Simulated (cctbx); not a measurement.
**What is wrong with this refinement?**

Cell a = 7.6660 Å, b = 7.6660 Å, c = 4.1740 Å, α = 90.00°, β = 90.00°, γ = 120.00°; space group P-62m (no. 189).

Simulated single-crystal data (cctbx): synchrotron X-rays, λ = 0.6889 Å, to d = 0.84 Å, 50 % of the full sphere, strongest reflection 5000 counts, noise from counting, a 4 % proportional error and a noise floor of 8 counts (s.d.); no absorption.

An anisotropic refinement with weights 1/σ² prints:

```text
Rint 0.053, 163 unique reflections to 0.84 A
cycle     R1     wR2    GooF  max shift (A)
   1  0.0794  0.1714   4.077   0.00256
   2  0.0731  0.1625   3.865   0.00001
final R1 0.0731 wR2 0.1625 GooF 3.865  parameters 10  data/parameter 16.3
atom        x        y        z      Ueq    occ   su(xyz)  su(Uiso or U11)
Nd1    0.00000  0.59474  0.50000   0.0045  1.000  0.00057  0.0022
In1    0.00000  0.24574  0.00000   0.0044  1.000  0.00061  0.0031
Rh1    0.66667  0.33333  0.00000   0.0090  1.000  0.00000  0.0026
difference map: max 34.27 min -3.12 rms 1.34
Q1    0.0000  0.0000  0.5000    1   34.27  2.81 A from In1
Q2    0.0000  0.3852  0.5000    3    6.34  1.61 A from Nd1
Q3    0.0000  0.1748  0.5000    3    5.03  2.16 A from In1
Q4    0.0000  0.7396  0.5000    3    4.38  1.11 A from Nd1
Q5    0.0000  0.8425  0.0000    3    4.26  1.65 A from In1
Q6    0.0000  0.8186  0.5000    3    3.75  1.72 A from Nd1
```

**Question.** Can this result stand? If not, what is the likely fault?

Mend it. The fault: an atom left out, Sc at (0, 0, 1/2). Against the right model at the same level, R1 goes from 0.0176 to 0.0731 and GooF from 0.86 to 3.87 and the top difference peak, 34.3 e/Å³, lies 2.81 Å from In1. Q1 is the missing atom. With scattering power missing, scale and phases suffer, so peaks may also grow on the heavy atoms.

The compound is Nd3ScIn3Rh2. The right model at the same level gives:

```text
Rint 0.053, 163 unique reflections to 0.84 A
cycle     R1     wR2    GooF  max shift (A)
   1  0.0212  0.0435   1.040   0.00052
   2  0.0176  0.0360   0.862   0.00000
final R1 0.0176 wR2 0.0360 GooF 0.862  parameters 12  data/parameter 13.6
atom        x        y        z      Ueq    occ   su(xyz)  su(Uiso or U11)
Nd1    0.00000  0.59464  0.50000   0.0059  1.000  0.00013  0.0005
In1    0.00000  0.24614  0.00000   0.0056  1.000  0.00014  0.0006
Rh1    0.66667  0.33333  0.00000   0.0076  1.000  0.00000  0.0005
Sc1    0.00000  0.00000  0.50000   0.0153  1.000  0.00000  0.0019
Flack x: -0.08(7)
Hooft y: -0.018(62)  Bijvoet pairs: 63
difference map: max 1.06 min -0.96 rms 0.31
Q1    0.0000  0.0549  0.5000    3    1.06  0.42 A from Sc1
Q2    0.0000  0.1045  0.0000    3    1.02  1.09 A from In1
Q3    0.0000  0.9375  0.0000    3    0.96  1.70 A from In1
Q4    0.0000  0.3414  0.1514    6    0.81  0.97 A from In1
Q5    0.0000  0.6646  0.1390    6    0.72  1.60 A from Nd1
Q6    0.2452  0.5935  0.1901   12    0.70  1.01 A from Rh1
```

Isotropic U is held between 0.0001 and 1 Å² by the program, and listed peak heights are interpolated, so they can pass the grid's maximum.

The model was made for the exercise: a known structure type with other elements put in, its volume estimated, not relaxed; displacement parameters are assumed.

[Middle refinement cycles are left out of these outputs.]

[Logs are printed without paths, hosts, clocks, repeated set-up lines and the standing remarks that a program may print on its own settings, such as how far it seeks lower states.]
